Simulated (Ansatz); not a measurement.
**CsSrF3 (Pm-3m): Grüneisen parameters**

Wanted: mode Grüneisen parameters of CsSrF3 (Pm-3m).

Method: DFT PBEsol, scalar-relativistic, plane waves, PAW; PAW set soft_1, in Ansatz 0.2.0.

Most raw output is cut from this account.

### Step 1. The starting structure

It takes space group Pm-3m (No. 221, cubic). Conventional cell: a = 4.737 Å, b = 4.737 Å, c = 4.737 Å, α = 90.00°, β = 90.00°, γ = 90.00°. Nearest to Cs lie 12 F at 3.35 Å. Nearest to Sr lie 6 F at 2.37 Å. Nearest to F lie 2 Sr at 2.37 Å and 4 Cs at 3.35 Å. Farther neighbours and most contacts between anions are not listed.

Structure file:

```cif
data_structure
_symmetry_space_group_name_H-M 'Pm-3m'
_symmetry_Int_Tables_number 221
_cell_length_a 4.7372
_cell_length_b 4.7372
_cell_length_c 4.7372
_cell_angle_alpha 90.000
_cell_angle_beta 90.000
_cell_angle_gamma 90.000
_cell_volume 106.31
loop_
_atom_site_label
_atom_site_type_symbol
_atom_site_symmetry_multiplicity
_atom_site_Wyckoff_symbol
_atom_site_fract_x
_atom_site_fract_y
_atom_site_fract_z
_atom_site_occupancy
Cs1 Cs 1 a 0.00000 0.00000 0.00000 1
Sr1 Sr 1 b 0.50000 0.50000 0.50000 1
F1 F 3 c 0.00000 0.50000 0.50000 1
```

### Step 2. Response at finite wavevector

The cell comes from relaxations at this level that are not shown. Stability and thermal properties need the whole zone. Linear response on a 2×2×2 q mesh gives force constants as far as a supercell of that size would, and the tensors from the zone-centre run are typed in so that the long-range dipole term is interpolated apart.

File input.yaml:

```yaml
crystal:
  lattice:
    - [4.7371927409, 0.0, 0.0]
    - [0.0, 4.7371927409, 0.0]
    - [0.0, 0.0, 4.7371927409]
  atoms:
    - { symbol: Cs, position: [0.0, 0.0, 0.0] }
    - { symbol: Sr, position: [0.5, 0.5, 0.5] }
    - { symbol: F, position: [0.0, 0.5, 0.5] }
    - { symbol: F, position: [0.5, 0.0, 0.5] }
    - { symbol: F, position: [0.5, 0.5, 0.0] }
kpoints:
  mp_grid: { grid: [6, 6, 6] }
hamiltonian:
  xc: pbesol
  pseudopotentials: { kind: paw, azcp: { folder: soft_1 }, xc_functional: pbe }
scf:
  occupations: { method: fixed }
output:
  eigenvalues: true
phonons:
  method: dfpt
  qmesh: [2, 2, 2]
  temperatures: { t_max: 1000, t_step: 50 }
  qpath:
    path:
      - [[0.0, 0.0, 0.0], [0.0, 0.5, 0.0], [0.5, 0.5, 0.0], [0.0, 0.0, 0.0], [0.5, 0.5, 0.5], [0.0, 0.5, 0.0]]
      - [[0.5, 0.5, 0.5], [0.5, 0.5, 0.0]]
    npoints: 10
  non_analytic_term:
    high_frequency_dielectric_tensor: [[2.2877, 0.0, 0.0], [0.0, 2.2877, 0.0], [0.0, 0.0, 2.2877]]
    born_effective_charges:
      - { species: Cs, tensor: [[1.3028, 0.0, 0.0], [0.0, 1.3028, 0.0], [0.0, 0.0, 1.3028]] }
      - { species: Sr, tensor: [[2.4582, 0.0, 0.0], [0.0, 2.4582, 0.0], [0.0, 0.0, 2.4582]] }
      - { species: F, tensor: [[-1.7053, 0.0, 0.0], [0.0, -1.0279, 0.0], [0.0, 0.0, -1.0279]] }
      - { species: F, tensor: [[-1.0279, 0.0, 0.0], [0.0, -1.7053, 0.0], [0.0, 0.0, -1.0279]] }
      - { species: F, tensor: [[-1.0279, 0.0, 0.0], [0.0, -1.0279, 0.0], [0.0, 0.0, -1.7053]] }
    source: "zone-centre run at this cell"
```

Run with:

```
ansatz run input.yaml --threads 4 --pin off --max-ram 10240MiB --backend cpu --events-out ev --progress --plain --runs-dir out
```

It took 91 s on 4 threads of Arm Neoverse V1, shared host; peak memory 0.81 GiB; 5.8 min of CPU time.

Numbers from this step:

```yaml
gap_on_the_k_mesh: 6.299 eV
volume_per_atom: 21.26 Å³
sum_rule_residual_before_enforcement: 4.80e-4 eV/Å²
lowest_frequency_on_the_path: -66.36 cm⁻¹
point_group: m-3m
highest_frequency_on_the_path_or_at_a_solved_wavevector: 439.6 cm⁻¹
highest_optical_mode_at_the_zone_centre_no_lo_to_term: 345.6 cm⁻¹
lowest_optical_zone_centre_mode: 22.11 cm⁻¹
lowest_mode_on_the_q_mesh_acoustic_modes_at_gamma_apart: -66.36 cm⁻¹
```

Frequencies (cm⁻¹) solved at each irreducible wavevector; negative means imaginary. Frequencies by wavevector, by row:

```
q in reciprocal lattice units  star  mode 1  mode 2  mode 3  mode 4  mode 13  mode 14  mode 15
                        0 0 0     1       0       0       0    22.1    345.6    345.6    345.6
                     0 0 -0.5     3    25.8    25.8    38.6    38.6    345.2    345.2    400.6
                  0 -0.5 -0.5     3   -61.9     2.3     2.3    31.9    344.7    349.5    424.6
               -0.5 -0.5 -0.5     1   -66.4   -66.4   -66.4    27.1    349.3    349.3    439.6
```

Symmetry leaves 4 wavevectors to solve. The lowest mode among them, the acoustic zeros apart, lies at q = (-0.5, -0.5, -0.5) and is imaginary, 66.4i cm⁻¹, so the energy falls along it.

### Step 3. Relaxing at another volume, volume ratio 0.97

The volume is scaled by 0.97 and held; symmetry leaves nothing to relax, so this is a single point. The modes can then be followed against volume.

input.yaml, the sections that differ from step 2:

```yaml
crystal:
  lattice:
    - [4.6893390374, 0.0, 0.0]
    - [0.0, 4.6893390374, 0.0]
    - [0.0, 0.0, 4.6893390374]
  atoms:
    - { symbol: Cs, position: [0.0, 0.0, 0.0] }
    - { symbol: Sr, position: [0.5, 0.5, 0.5] }
    - { symbol: F, position: [0.0, 0.5, 0.5] }
    - { symbol: F, position: [0.5, 0.0, 0.5] }
    - { symbol: F, position: [0.5, 0.5, 0.0] }
output:
  forces: true
  stress: true
  eigenvalues: true
# kpoints, hamiltonian, scf: as in step 2
# phonons: removed
```

Run time: 1.2 s. Hardware: 4 threads; peak memory 0.44 GiB; 4.4 s of CPU time.

This step gave:

```
pressure           : 1.438 GPa
gap on the k-mesh  : 6.401 eV
volume per atom    : 20.62 Å³
direct gap on mesh : 6.401 eV
```

At this level the gap is 6.40 eV on the k-mesh of the self-consistent run, which can miss the band edges.

### Step 4. Phonons at the other volume, volume ratio 0.97

The phonons are repeated at this volume on the same k and q meshes.

input.yaml, as its differences from that of step 3:

```diff
@@ -19,4 +19,13 @@
 output:
-  forces: true
-  stress: true
   eigenvalues: true
+phonons:
+  method: dfpt
+  dielectric: true
+  rigid_motions: translations
+  qmesh: [2, 2, 2]
+  temperatures: { t_max: 1000, t_step: 50 }
+  qpath:
+    path:
+      - [[0.0, 0.0, 0.0], [0.0, 0.5, 0.0], [0.5, 0.5, 0.0], [0.0, 0.0, 0.0], [0.5, 0.5, 0.5], [0.0, 0.5, 0.0]]
+      - [[0.5, 0.5, 0.5], [0.5, 0.5, 0.0]]
+    npoints: 10
```

Elapsed: 1.8 min, on 4 threads; peak memory 1.2 GiB.

Numbers from this step:

```
sum-rule residual before enforcement                    : 0.001142 eV/Å²
miss of the charge sum rule                             : 2.62e-5 e
lowest frequency on the path                            : -74.17 cm⁻¹
highest frequency on the path or at a solved wavevector : 461.9 cm⁻¹
highest optical mode at the zone centre (no LO-TO term) : 372.1 cm⁻¹
lowest optical zone-centre mode                         : 32.02 cm⁻¹
mean high-frequency dielectric constant                 : 2.320
largest Born charge (third of the trace)                : 2.474 e
mean static dielectric constant                         : 44.36
top of the zone-centre spectrum with the field          : 432.9 cm⁻¹
lowest mode on the q mesh (acoustic modes at Γ apart)   : -74.17 cm⁻¹
```

Frequencies (cm⁻¹) solved at each irreducible wavevector; negative means imaginary. Frequencies by wavevector, by row:

```
q in reciprocal lattice units  star  mode 1  mode 2  mode 3  mode 4  mode 13  mode 14  mode 15
                        0 0 0     1       0       0       0      32    372.1    372.1    372.1
                     0 0 -0.5     3    32.5    32.5    38.7    38.7    371.8    371.8    423.8
                  0 -0.5 -0.5     3   -69.6    15.8    15.8    36.4    371.3    374.9    447.2
               -0.5 -0.5 -0.5     1   -74.2   -74.2   -74.2    35.3    374.7    374.7    461.9
```

The highest optical mode at the zone centre (no LO-TO term) is 372.1 cm⁻¹, +26.4 cm⁻¹ against the base run.

### Step 5. Relaxing at another volume, volume ratio 1.03

The volume is scaled by 1.03 and held; symmetry leaves nothing to relax, so this is a single point. The modes can then be followed against volume.

input.yaml, the sections that differ from step 4:

```yaml
crystal:
  lattice:
    - [4.7840986898, 0.0, 0.0]
    - [0.0, 4.7840986898, 0.0]
    - [0.0, 0.0, 4.7840986898]
  atoms:
    - { symbol: Cs, position: [0.0, 0.0, 0.0] }
    - { symbol: Sr, position: [0.5, 0.5, 0.5] }
    - { symbol: F, position: [0.0, 0.5, 0.5] }
    - { symbol: F, position: [0.5, 0.0, 0.5] }
    - { symbol: F, position: [0.5, 0.5, 0.0] }
output:
  forces: true
  stress: true
  eigenvalues: true
  write_density: true
  write_potential: true
  elf: true
  volumetric_format: npy
# kpoints, hamiltonian, scf: as in step 4
# phonons: removed
```

Elapsed: 1.7 s, on 4 threads; peak memory 0.44 GiB; 6 s of CPU time.

Numbers from this step:

```yaml
pressure: -1.202 GPa
gap_on_the_k_mesh: 6.191 eV
volume_per_atom: 21.90 Å³
direct_gap_on_mesh: 6.195 eV
```

The run ends at a pressure of -1.20 GPa.

### Step 6. Phonons at the other volume, volume ratio 1.03

input.yaml, the sections that differ from step 5:

```yaml
output:
  eigenvalues: true
phonons:
  method: dfpt
  dielectric: true
  rigid_motions: translations
  qmesh: [2, 2, 2]
  temperatures: { t_max: 1000, t_step: 50 }
  qpath:
    path:
      - [[0.0, 0.0, 0.0], [0.0, 0.5, 0.0], [0.5, 0.5, 0.0], [0.0, 0.0, 0.0], [0.5, 0.5, 0.5], [0.0, 0.5, 0.0]]
      - [[0.5, 0.5, 0.5], [0.5, 0.5, 0.0]]
    npoints: 10
# crystal, kpoints, hamiltonian, scf: as in step 5
```

Run time: 1.9 min. Hardware: 4 threads; peak memory 1.2 GiB.

This step gave:

| Item | Value |
| --- | --- |
| sum-rule residual before enforcement | 0.001285 eV/Å² |
| miss of the charge sum rule | 2.38e-5 e |
| lowest frequency on the path | -58.64 cm⁻¹ |
| highest frequency on the path or at a solved wavevector | 418.7 cm⁻¹ |
| highest optical mode at the zone centre (no LO-TO term) | 320.3 cm⁻¹ |
| lowest optical zone-centre mode | -1.82 cm⁻¹ |
| mean high-frequency dielectric constant | 2.257 |
| largest Born charge (third of the trace) | 2.444 e |
| top of the zone-centre spectrum with the field | 386.9 cm⁻¹ |
| lowest mode on the q mesh (acoustic modes at Γ apart) | -58.64 cm⁻¹ |

Frequencies (cm⁻¹) solved at each irreducible wavevector; negative means imaginary. Frequencies by wavevector, by row:

| q in reciprocal lattice units | star | mode 1 | mode 2 | mode 3 | mode 4 | mode 13 | mode 14 | mode 15 |
| --- | --- | --- | --- | --- | --- | --- | --- | --- |
| 0 0 0 | 1 | -1.8 | -1.8 | -1.8 | 0 | 320.3 | 320.3 | 320.3 |
| 0 0 -0.5 | 3 | 18.4 | 18.4 | 38.3 | 38.3 | 319.8 | 319.8 | 378.8 |
| 0 -0.5 -0.5 | 3 | -54.1 | -15.1 | -15.1 | 27.5 | 319.2 | 325.2 | 403.4 |
| -0.5 -0.5 -0.5 | 1 | -58.6 | -58.6 | -58.6 | 17.4 | 325 | 325 | 418.7 |

The highest optical mode at the zone centre (no LO-TO term) is 320.3 cm⁻¹, -25.3 cm⁻¹ against the base run.

### Step 7. Grüneisen parameters

The Grüneisen parameter of a mode is minus the logarithmic change of its frequency with volume, −d ln ω / d ln V; weighted by heat capacity it gives the expansion.

This step gave:

| Item | Value |
| --- | --- |
| bulk modulus | 44 GPa |

Phonon branches along the path, in cm⁻¹:

| point | branch 1 | branch 2 | branch 3 | branch 4 | branch 12 | branch 13 | branch 14 | branch 15 |
| --- | --- | --- | --- | --- | --- | --- | --- | --- |
| Γ | 0 | 0 | 0 | 22 | 178 | 346 | 346 | 409 |
| halfway | 21 | 21 | 32 | 32 | 204 | 345 | 345 | 406 |
| X | 26 | 26 | 39 | 39 | 238 | 345 | 345 | 401 |
| halfway | -38 | 26 | 29 | 34 | 220 | 345 | 346 | 414 |
| M | -62 | 2 | 2 | 32 | 194 | 345 | 350 | 425 |
| halfway | -22 | 26 | 28 | 42 | 199 | 345 | 345 | 411 |
| Γ | 0 | 0 | 0 | 22 | 178 | 346 | 346 | 409 |
| halfway | -19 | 8 | 8 | 37 | 192 | 346 | 346 | 417 |
| R | -66 | -66 | -66 | 27 | 185 | 349 | 349 | 440 |
| halfway | -43 | -29 | 24 | 30 | 208 | 347 | 347 | 423 |
| X | 26 | 26 | 39 | 39 | 238 | 345 | 345 | 401 |
| jump to R | -66 | -66 | -66 | 27 | 185 | 349 | 349 | 440 |
| halfway | -64 | -38 | -38 | 31 | 191 | 347 | 349 | 432 |
| M | -62 | 2 | 2 | 32 | 194 | 345 | 350 | 425 |

The same for volume x 0.97:

```csv
point,branch 1,branch 2,branch 3,branch 4,branch 12,branch 13,branch 14,branch 15
Γ,0,0,0,32,176,372,372,433
X,32,32,39,39,240,372,372,424
M,-70,16,16,36,200,371,375,447
Γ,0,0,0,32,176,372,372,433
R,-74,-74,-74,35,193,375,375,462
X,32,32,39,39,240,372,372,424
R,-74,-74,-74,35,193,375,375,462
M,-70,16,16,36,200,371,375,447
```

The same for volume x 1.03:

```
point  branch 1  branch 2  branch 3  branch 4  branch 12  branch 13  branch 14  branch 15
    Γ        -2        -2         0         0        179        320        320        387
    X        18        18        38        38        235        320        320        379
    M       -54       -15       -15        28        188        319        325        403
    Γ        -2        -2         0         0        179        320        320        387
    R       -59       -59       -59        17        177        325        325        419
    X        18        18        38        38        235        320        320        379
    R       -59       -59       -59        17        177        325        325        419
    M       -54       -15       -15        28        188        319        325        403
```

### Step 8. Results

```yaml
bulk_modulus: 44 GPa
gap_deformation_potential: -3.51 eV
```

In words: No expansion is given, because modes are imaginary at one volume or more. Without the field, the highest optical mode at Γ goes from 372 to 320 cm⁻¹ as the cell grows, a Grüneisen parameter of 2.50. Branches are matched by rank, so values near crossings are rough. Spin-orbit coupling is left out, which can matter for the heavy elements here. The PAW files were made for PBE and serve the other functionals too.

[Logs are printed without paths, hosts, clocks, repeated set-up lines and the standing remarks that a program may print on its own settings, such as how far it seeks lower states.]

[Hosts, paths, dates, database ids (printed as entryN), source tags and the programs' standing remarks are cut or masked in the printed files.]
